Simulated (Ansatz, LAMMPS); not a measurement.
# Amorphous Zn22Hg13S35 (70 atoms): support functions against a reference, part 2 of 2

Aim: test how closely localised support functions follow the reference on amorphous Zn22Hg13S35 (70 atoms), and at what cost. A setting counts as converged where the r.m.s. difference of forces stays under 1 % of the r.m.s. force.

Ansatz 0.2.0; Kohn-Sham DFT, PBE, PAW (set soft_2, large core), plane waves.

The cell: 22 Zn, 13 Hg and 35 S. The quench rate of 100 K/ps is many orders above laboratory rates. The starting topology of bonds comes from the classical model. Only the Γ point is sampled, in a cell whose shortest periodic width is 12 Å. The levels lack spin–orbit coupling.

So far. Step 4 (Support functions low): Forces differ from the reference by 0.65 meV/Å r.m.s., 0.13 % of their size, well within a tolerance of 1 %; the energy by -1.5 meV/atom. It took roughly 3.9 times the reference's time (one timing each, with unlike analyses asked), in 15 cycles against 15.

### 5. Support functions medium

With localised support functions most steps grow linearly with size, though the diagonalisation grows faster unless the density matrix is cut; this run measures error and cost at this size.

This step: Kohn-Sham DFT, PBE, PAW (set soft_2, large core), localised support functions (medium) (Ansatz 0.2.0).

Input file input.yaml:

```yaml
crystal:
  lattice:
    - [11.5811, 0.0, 0.0]
    - [0.0, 11.5811, 0.0]
    - [0.0, 0.0, 11.5811]
  atoms:
    [... the 70 atom lines of step 3 ...]
kpoints:
  mp_grid: { grid: [1, 1, 1] }
hamiltonian:
  xc: pbe
  pseudopotentials: { kind: paw, core: large }
scf:
  occupations: { method: fermi_dirac, width: 0.025 }
  eigensolver: { kind: { support_functions: { accuracy: medium } } }
  max_iter: 150
output:
  forces: true
  eigenvalues: true
```

Run with:

```console
$ ansatz run input.yaml --threads 4 --pin off --max-ram 8192MiB --backend cpu --events-out ev --progress --plain --runs-dir out
```

The log of the run:

```text
[...]
Crystal: 70 atoms, lattice volume = 1553.279 Å³
Basis set: ecut = 420 eV, 30551 PW (Γ), exchange–correlation on 160×160×160 points (8 copies of the dense FFT grid, shifted against one another)
Bands: 378, of which v1, the nominal top of the filled ones, is band 315 counted from 1 (314 counted from 0)
Symmetry: 1 space group operations
k-points: 1
[...]
SCF iter   1: F=—  HF=-247669.060143 eV  |F-HF|=—  |Δ(HF+E_count)|=         —  Δρ=5.27e-2  dr2=6.95e1  ethr=1.00e-1
[...]
SCF iter  19: F=-247716.595996 eV  HF=-247716.595997 eV  |F-HF|=4.61e-7  |Δ(HF+E_count)|=   1.18e-7  Δρ=6.34e-6  dr2=4.73e-7  ethr=3.01e-10
SCF 1 converged in 19 iterations: F = -247716.648130 eV  dr2 = 4.73e-7
[...]
SCF converged after 19 iterations
[...]
Free energy (F): -247716.648130 eV
[...]
Internal energy: -247716.602719 eV  (E = F + TS)
E sigma→0 (E₀):  -247716.625425 eV
Entropy (-TS):   -0.045411 eV (-0.649 meV/atom)
Fermi energy:    6.538323 eV
[...]
--- Forces (eV/Å), atoms counted from 1 ---
  atom   1  Zn     0.07461433    -0.21976619    -0.50796973
  atom   2  Zn     0.43111329     0.00292456     0.32100225
  atom   3  Zn    -0.15364054    -0.32872012    -0.37878002
  atom   4  Zn     0.05657093    -0.61875191    -0.58297284
  atom   5  Zn     0.06059350     0.21739760     0.04722771
  atom   6  Zn     0.38705357    -0.23645555    -0.55663656
  atom   7  Zn    -0.14502347    -0.71546491    -0.37183032
  atom   8  Zn     0.40031589     0.00170177    -0.18505294
  atom   9  Zn     0.28426692     0.35494971     0.59839221
  atom  10  Zn    -0.37113397     0.10437484     0.43268971
  atom  11  Zn     0.40840241     0.42376585    -0.23524393
  atom  12  Zn     0.36639268     0.25511374     1.14254066
  atom  13  Zn     0.31270647     0.25382763    -0.29735925
  atom  14  Zn     0.37520149     0.87782189     0.20473130
[...]
atom  69  S      0.05329867    -0.44411819     0.41244909
  atom  70  S      0.56929596    -0.91862264     0.38650536
  max |Σ_I F_I| component: 1.09e-3 eV/Å
--- Band table (eV) ---
[...]
```

Elapsed: 4.4 min, on 4 threads of Arm Neoverse N1, shared host; peak memory 3.1 GiB; 16 min of CPU time.

Keys that differ from the reference: support_functions.accuracy = "medium" and scf.max_iter = 150.

Forces differ from the reference by 0.63 meV/Å r.m.s., 0.13 % of their size, well within a tolerance of 1 %; the energy by -1.5 meV/atom. It took roughly 4.3 times the reference's time (one timing each, with unlike analyses asked), in 19 cycles against 15.

### 6. Support functions medium, radius 3.55 Å

The radius confines each support function; a larger one gives more freedom and more work per atom.

input.yaml, the sections that differ from step 5:

```yaml
scf:
  occupations: { method: fermi_dirac, width: 0.025 }
  eigensolver: { kind: { support_functions: { accuracy: medium, radius: 3.55 } } }
  max_iter: 150
# crystal, kpoints, hamiltonian, output: as in step 5
```

The log of the run:

```text
Warning: scf.eigensolver.kind.support_functions: disabling space-group detection — the functions' gradient is summed over unrotated k-points, so no spatial operation reduces the k-mesh or symmetrises the density; time reversal is kept, so that k and −k are solved as one point where they differ and the mesh holds both, and exact exchange and, on two spinor components, a DFT+U term hold to it where the run has them: [...]
settings of this run that can trade accuracy for cost: scf.eigensolver.kind.support_functions [...]
Engine: ansatz 0.2.0, aarch64-unknown-linux-gnu
Pseudopotentials: kind: paw
Pseudopotential: Zn, paw, valence charge 12, recommended cutoff 420 eV (normal), Zn.paw.azcp
Pseudopotential: Hg, paw, valence charge 12, recommended cutoff 420 eV (normal), Hg.paw.azcp#standard-large-core
Pseudopotential: S, paw, valence charge 6, recommended cutoff 420 eV (normal), S.paw.azcp
[... 5 lines on functional and potentials left out ...]
Error: SCF: the radius of support functions is under 3.98 Å, the least for these sites at the functions' level (scf.eigensolver.kind.support_functions.accuracy). Use scf.eigensolver.kind: auto, or type scf.eigensolver.kind.support_functions.radius at least as long, [...]
```

Run time: 4.1 s. Hardware: 4 threads; peak memory 0.35 GiB.

The program refuses radii under 3.98 Å for these atoms at this level.

### 7. What each setting buys

Differences are against the plane-wave reference (Kohn-Sham DFT, PBE, PAW (set soft_2, large core), plane waves), whose r.m.s. force component is 0.493 eV/Å. Energies are set beside the reference only for runs with its functional, potentials and electron count. Times are for 4 threads of Arm Neoverse N1, shared host. The reference's time includes the DOS, the stress and grids, which some other runs skip.

| run | Δ force, r.m.s. (meV/Å) | share of r.m.s. force (%) | Δ energy (meV/atom) | cycles | time | host memory (GiB) |
| --- | --- | --- | --- | --- | --- | --- |
| reference | - | - | - | 15 | 62 s | 2.0 |
| support functions low | 0.653 | 0.133 | -1.52 | 15 | 4.1 min | 3.1 |
| support functions medium | 0.633 | 0.128 | -1.52 | 19 | 4.4 min | 3.1 |

### 8. What the reference run shows

The comparisons rest on this run, so its electronic structure is set out here.

Neighbours are counted within 2.88 Å (S-Zn), 3.12 Å (S-Hg).

Length of the force by element and coordination:

| element | coordination | atoms | mean length of the force (eV/Å) | spread | least | most |
| --- | --- | --- | --- | --- | --- | --- |
| Hg | all | 13 | 0.666 | 0.196 | 0.290 | 1.07 |
| Hg | 1 | 1 | 0.449 | 0 | 0.449 | 0.449 |
| Hg | 2 | 2 | 0.511 | 0.221 | 0.290 | 0.731 |
| Hg | 3 | 3 | 0.721 | 0.138 | 0.550 | 0.888 |
| Hg | 4 | 6 | 0.724 | 0.190 | 0.484 | 1.07 |
| Hg | 5 | 1 | 0.674 | 0 | 0.674 | 0.674 |
| S | all | 35 | 0.911 | 0.394 | 0.128 | 1.67 |
| S | 2 | 3 | 0.894 | 0.346 | 0.565 | 1.37 |
| S | 3 | 10 | 0.969 | 0.396 | 0.128 | 1.58 |
| S | 4 | 15 | 0.841 | 0.382 | 0.227 | 1.54 |
| S | 5 | 7 | 0.987 | 0.409 | 0.468 | 1.67 |
| Zn | all | 22 | 0.644 | 0.232 | 0.223 | 1.23 |
| Zn | 3 | 1 | 0.589 | 0 | 0.589 | 0.589 |
| Zn | 4 | 20 | 0.655 | 0.239 | 0.223 | 1.23 |
| Zn | 5 | 1 | 0.463 | 0 | 0.463 | 0.463 |

Löwdin charges by element and coordination (they lack the spilled electrons, 0.097 e an atom on average):

| element | coordination | atoms | mean charge (e) | spread | least | most |
| --- | --- | --- | --- | --- | --- | --- |
| Hg | all | 13 | 0.863 | 0.182 | 0.394 | 1.06 |
| Hg | 1 | 1 | 0.394 | 0 | 0.394 | 0.394 |
| Hg | 2 | 2 | 0.722 | 0.0539 | 0.667 | 0.775 |
| Hg | 3 | 3 | 0.842 | 0.121 | 0.671 | 0.934 |
| Hg | 4 | 6 | 0.974 | 0.0636 | 0.873 | 1.06 |
| Hg | 5 | 1 | 1.01 | 0 | 1.01 | 1.01 |
| S | all | 35 | -0.884 | 0.137 | -1.06 | -0.406 |
| S | 2 | 3 | -0.554 | 0.106 | -0.652 | -0.406 |
| S | 3 | 10 | -0.829 | 0.0993 | -0.991 | -0.665 |
| S | 4 | 15 | -0.942 | 0.0502 | -1.02 | -0.862 |
| S | 5 | 7 | -0.979 | 0.0423 | -1.06 | -0.931 |
| Zn | all | 22 | 1.20 | 0.0381 | 1.11 | 1.26 |
| Zn | 3 | 1 | 1.14 | 0 | 1.14 | 1.14 |
| Zn | 4 | 20 | 1.21 | 0.0372 | 1.11 | 1.26 |
| Zn | 5 | 1 | 1.20 | 0 | 1.20 | 1.20 |

Density of states as counts of states in windows of 1 eV (from the Fermi level), total and the larger projections:

| from (eV) | to (eV) | total | Zn d | S p | Hg d | Zn s |
| --- | --- | --- | --- | --- | --- | --- |
| -10 | -8 | 0.0 | 0.0 | 0.0 | 0.0 | 0.0 |
| -8 | -7 | 79.3 | 41.6 | 7.0 | 28.4 | 0.9 |
| -7 | -6 | 268.2 | 166.9 | 9.8 | 87.1 | 1.2 |
| -6 | -5 | 22.9 | 2.6 | 8.5 | 5.0 | 2.7 |
| -5 | -4 | 35.3 | 2.0 | 19.7 | 2.8 | 5.3 |
| -4 | -3 | 35.4 | 1.4 | 27.0 | 1.5 | 1.8 |
| -3 | -2 | 44.4 | 1.6 | 37.5 | 1.4 | 0.8 |
| -2 | -1 | 51.2 | 1.6 | 44.2 | 1.5 | 0.8 |
| -1 | 0 | 22.4 | 0.4 | 18.4 | 0.4 | 0.5 |
| 0 | 1 | 16.8 | 0.1 | 10.3 | 0.2 | 0.9 |
| 1 | 2 | 16.8 | 0.1 | 5.9 | 0.1 | 3.2 |
| 2 | 3 | 22.9 | 0.1 | 6.0 | 0.1 | 8.0 |
| 3 | 4 | 27.5 | 0.0 | 5.1 | 0.1 | 6.7 |
| 4 | 5 | 28.7 | 0.0 | 2.3 | 0.0 | 2.4 |

The curve was stored every 0.10 eV, coarse against its broadening of 0.08 eV, so these counts are rough.

Between -14 and -10 eV lie 70 more states.

The levels nearest the highest filled one (over half full), pooled over k-points and spins:

| level less the highest filled one (eV) | occupation |
| --- | --- |
| -0.456 | 2 |
| -0.420 | 2 |
| -0.332 | 2 |
| -0.162 | 2.00 |
| -0.108 | 2.00 |
| 0 | 1.69 |
| 0.0856 | 0.302 |
| 0.170 | 0.012 |
| 0.246 | 0.001 |
| 0.395 | 0 |
| 0.415 | 0 |
| 0.667 | 0 |

Valence density in the bc plane at fractional x = 0.044, with atoms of Zn and Hg and S within 0.2 Å of it. It is the smooth field of the valence electrons, not physical close to the nuclei.

Values in units of 1e0 e/Å³, 13 rows by 16 columns, each cell a mean:
```
0.2 0.1 0.1 0.1 0.5 0.7 0.5 0.7 1.0 0.3 0.3 0.2 0.3 0.7 0.5 0.2
0.1 0.1 0.1 0.2 0.8 1.0 0.7 0.2 0.1 0.1 0.0 0.1 0.7 0.8 0.9 0.2
0.0 0.1 0.1 0.1 0.2 0.4 0.3 0.2 0.1 0.1 0.1 0.1 0.3 0.6 0.4 0.1
0.2 0.2 0.1 0.0 0.0 0.1 0.6 0.8 0.3 0.6 0.8 0.4 0.1 0.1 0.1 0.1
0.7 0.7 0.2 0.1 0.1 0.3 0.3 0.3 0.3 0.9 0.8 0.6 0.3 1.1 0.8 0.3
0.5 0.5 0.2 0.2 0.7 0.8 0.7 0.2 0.2 0.4 0.4 0.2 1.0 3.5 2.8 0.5
0.1 0.1 0.1 0.1 0.6 0.8 0.7 0.3 3.6 3.5 0.2 0.1 0.3 1.4 1.0 0.2
0.1 0.0 0.1 0.1 0.2 0.4 0.2 0.2 3.2 3.1 0.2 0.0 0.1 0.1 0.1 0.1
1.1 0.2 0.3 0.3 0.6 6.0 1.4 0.1 0.1 0.1 0.1 0.1 0.1 0.1 0.2 1.2
6.3 0.3 0.3 0.3 0.4 2.1 0.7 0.2 0.2 0.6 6.1 1.2 0.3 0.3 0.4 7.4
0.3 0.1 0.1 0.1 0.1 0.1 0.1 0.2 0.2 0.8 9.3 1.6 0.2 0.1 0.1 0.3
0.3 0.1 0.1 0.1 0.1 0.1 0.1 0.1 0.1 0.2 0.3 0.2 0.0 0.0 0.0 0.2
0.3 0.1 0.1 0.1 0.1 0.1 0.1 0.4 0.6 0.3 0.5 0.3 0.1 0.1 0.1 0.2
```
Columns run along b (11.6 Å), rows up along c (11.6 Å). Atoms in or near the plane, at fractional coordinates: Zn at (0.99, 0.27), Zn at (0.65, 0.22), Hg at (0.85, 0.56), S at (0.64, 0.67), S at (0.34, 0.53), S at (0.84, 0.88).

Electrostatic potential energy in the bc plane at fractional x = 0.044, with atoms of Zn and Hg and S within 0.2 Å of it. With pseudopotentials it is smooth inside the atoms' cores, unlike the true potential.

Ten even steps from '0' (-33 eV) to '9' (11 eV), each cell a mean:
```
789999999877887423588889999888988
999999998411378655799999985224799
999999997200168988999999971110699
999999998522489999999999973002799
999999999988888899999999997667999
999999999999865689998889999999999
999999999999743468863247999999999
877899999999865578720204899888999
644689999998888899830115887434788
644689999743479999975568872000278
888889998301048998888999960000168
999999998301048874347899984000489
999999999753588840003899998777899
999999999988899841014899999999999
999999999876688875457899999999999
578999998620148898888999999999875
037888888410037999988778999998620
026898899743368999873114899898510
258999999988889889851001689999852
889999999999999889862113799999988
999999999999999999987667999999999
999999999999999999999889999999999
889999999999999878898888999999998
788999999999998534688778999999987
```
Columns run along b (11.6 Å; values clipped at the 3rd and 97th percentile), rows up along c (11.6 Å). Atoms in or near the plane, at fractional coordinates: Zn at (0.99, 0.27), Zn at (0.65, 0.22), Hg at (0.85, 0.56), S at (0.64, 0.67), S at (0.34, 0.53), S at (0.84, 0.88).

Mean Löwdin charges: Hg +0.86, S -0.88, Zn +1.20 e (they miss 1.1 % of the electrons, so they add up to more than the cell's charge). Within 0.4 eV of the Fermi level the largest share is S p (77 % of the projected weight).

### 9. Structure statistics

These statistics describe the geometry on which the runs were made.

Density 5.53 g/cm³, 22.19 Å³ an atom.

g(r), total and by pair (bins of 0.2 Å):

| r (Å) | total | S-S | S-Zn | S-Hg | Zn-Zn | Zn-Hg | Hg-Hg |
| --- | --- | --- | --- | --- | --- | --- | --- |
| 2.20 | 0.10 | 0.00 | 0.32 | 0.00 | 0.00 | 0.00 | 0.00 |
| 2.40 | 2.46 | 0.00 | 7.55 | 0.45 | 0.00 | 0.00 | 0.00 |
| 2.60 | 1.92 | 0.00 | 3.29 | 4.75 | 0.00 | 0.00 | 0.00 |
| 2.80 | 0.74 | 0.50 | 0.43 | 2.08 | 0.00 | 0.82 | 0.00 |
| 3.00 | 0.45 | 0.11 | 0.45 | 0.78 | 0.84 | 0.00 | 1.62 |
| 3.20 | 0.61 | 1.18 | 0.16 | 0.65 | 0.25 | 0.21 | 2.77 |
| 3.40 | 0.70 | 0.52 | 0.14 | 0.59 | 1.09 | 2.21 | 1.28 |
| 3.60 | 1.50 | 2.86 | 0.36 | 1.35 | 0.98 | 1.99 | 2.83 |
| 3.80 | 1.34 | 1.96 | 0.50 | 0.67 | 2.83 | 2.26 | 1.00 |
| 4.00 | 1.35 | 1.71 | 0.81 | 0.94 | 2.77 | 1.78 | 0.44 |
| 4.20 | 1.15 | 1.60 | 0.86 | 1.00 | 1.60 | 1.10 | 0.00 |
| 4.40 | 1.20 | 1.15 | 1.17 | 1.04 | 1.46 | 1.56 | 0.77 |
| 4.60 | 1.17 | 1.29 | 1.33 | 0.77 | 0.73 | 1.53 | 1.03 |
| 4.80 | 0.77 | 0.79 | 0.99 | 0.47 | 0.43 | 1.04 | 0.33 |
| 5.00 | 0.70 | 0.33 | 1.05 | 0.65 | 0.81 | 0.43 | 1.17 |
| 5.20 | 0.64 | 0.45 | 0.80 | 0.80 | 0.38 | 0.64 | 0.53 |
| 5.40 | 0.74 | 0.59 | 0.67 | 1.34 | 0.44 | 0.37 | 1.50 |
| 5.60 | 0.94 | 0.77 | 1.18 | 1.18 | 0.33 | 0.82 | 0.70 |

Bonds by pair of elements; cutoffs follow the first minimum of g(r), held within bounds set by covalent radii, and pairs that aren't listed don't count as bonded:

| pair A-B | cutoff (Å) | bonds | mean length (Å) | spread (Å) | shortest (Å) | B about A | A about B |
| --- | --- | --- | --- | --- | --- | --- | --- |
| S-Zn | 2.88 | 88 | 2.48 | 0.105 | 2.24 | 2.51 | 4 |
| S-Hg | 3.12 | 43 | 2.70 | 0.138 | 2.42 | 1.23 | 3.31 |

How many atoms have how many bonded neighbours:

| element | mean | 1 | 2 | 3 | 4 | 5 |
| --- | --- | --- | --- | --- | --- | --- |
| Hg | 3.31 | 1 | 2 | 3 | 6 | 1 |
| S | 3.74 | 0 | 3 | 10 | 15 | 7 |
| Zn | 4 | 0 | 0 | 1 | 20 | 1 |

Rings of the network by King's shortest-path rule, up to 12 atoms, one path for each pair of neighbours; H, halogens, alkali and alkaline-earth atoms are left out:

| ring size (atoms) | rings | per network atom |
| --- | --- | --- |
| 4 | 13 | 0.186 |
| 6 | 77 | 1.1 |
| 8 | 52 | 0.743 |
| 10 | 6 | 0.086 |

First main peaks of g(r), for some of the pairs, lie near 2.5 Å (S-Zn) and 2.6 Å (S-Hg). With the cutoffs above, 46 % of Hg atoms have 4, 43 % of S atoms have 4 and 91 % of Zn atoms have 4 bonded neighbours. Rings of 6 atoms are the most common (52 % of those counted); sizes run from 4 to 10.

A closer look about S39, which has 5 bonded neighbours where the commonest count for S is 4: 11 atoms, nearest first, numbered in the order of the input, with positions taken from that point.

| atom | x | y | z | distance (Å) | bonds | Löwdin charge (e) | Fx | Fy | Fz (eV/Å) |
| --- | --- | --- | --- | --- | --- | --- | --- | --- | --- |
| S39 | 0.00 | 0.00 | 0.00 | 0.00 | 5 | -1.01 | 0.20 | -0.08 | -0.42 |
| Zn22 | -0.46 | -1.39 | -1.90 | 2.40 | 4 | 1.20 | -0.70 | -0.31 | -0.33 |
| Zn20 | 0.49 | 2.44 | -0.01 | 2.49 | 3 | 1.14 | -0.38 | 0.13 | -0.43 |
| Zn16 | -2.36 | 0.42 | 0.81 | 2.53 | 5 | 1.20 | -0.23 | 0.04 | 0.40 |
| Zn12 | 2.51 | -0.66 | 0.02 | 2.59 | 4 | 1.11 | 0.37 | 0.25 | 1.14 |
| Hg32 | 0.18 | -1.28 | 2.33 | 2.66 | 5 | 1.01 | -0.06 | 0.16 | 0.65 |
| S69 | -1.17 | 2.22 | 2.49 | 3.53 | 3 | -0.88 | 0.05 | -0.44 | 0.41 |
| S53 | 1.60 | 2.41 | -2.15 | 3.60 | 4 | -1.02 | 0.65 | -0.15 | 0.40 |
| S38 | 2.69 | 0.31 | 2.47 | 3.67 | 5 | -0.93 | -0.93 | -0.78 | -0.69 |
| S49 | 1.60 | -1.50 | -2.98 | 3.70 | 5 | -1.06 | 0.85 | -0.19 | 0.38 |
| S41 | -3.35 | -1.63 | -0.20 | 3.74 | 4 | -0.94 | 1.30 | 0.37 | 0.27 |

### 10. Results

```yaml
free_energy_per_atom: -3538.8077 eV/atom
pressure: -1.856 GPa
r_m_s_force_component: 0.4931 eV/Å
wall_time_of_the_3_dft_runs: 9.5 min
```

In words: Against plane waves at 420 eV, the forces differ by 0.63 meV/Å (0.13 %) with support functions medium. At 70 atoms the fastest of the runs at a preset level, support functions low, takes roughly 3.9 times the time of plane waves (whose run also made extra analyses), in 15 SCF cycles against 15. Differences between support functions and plane waves include what basis error the plane-wave run still has.

Counting bands leaves a spacing of only 0.086 eV (at Γ alone), which the smearing bridges: 2 levels are partly filled by over 2 %, so a gap, if any, is small at this level. With the cutoffs above, 46 % of Hg atoms have 4, 43 % of S atoms have 4 and 91 % of Zn atoms have 4 bonded neighbours.

**Limits.** The force components of 0.49 eV/Å r.m.s. hold both thermal displacement and the mismatch between the potential that made the cell and DFT. The pressure of -1.9 GPa is that of one thermal frame, in which the classical model's bond lengths enter as well as the volume, without the kinetic term. The pressure of a single frame lacks the kinetic term.

[Long decimals in the printed logs are rounded to 6 places.]

[Logs are printed without paths, hosts, clocks, repeated set-up lines and the standing remarks that a program may print on its own settings, such as how far it seeks lower states.]

[Hosts, paths, dates, database ids (printed as entryN), source tags and the programs' standing remarks are cut or masked in the printed files.]
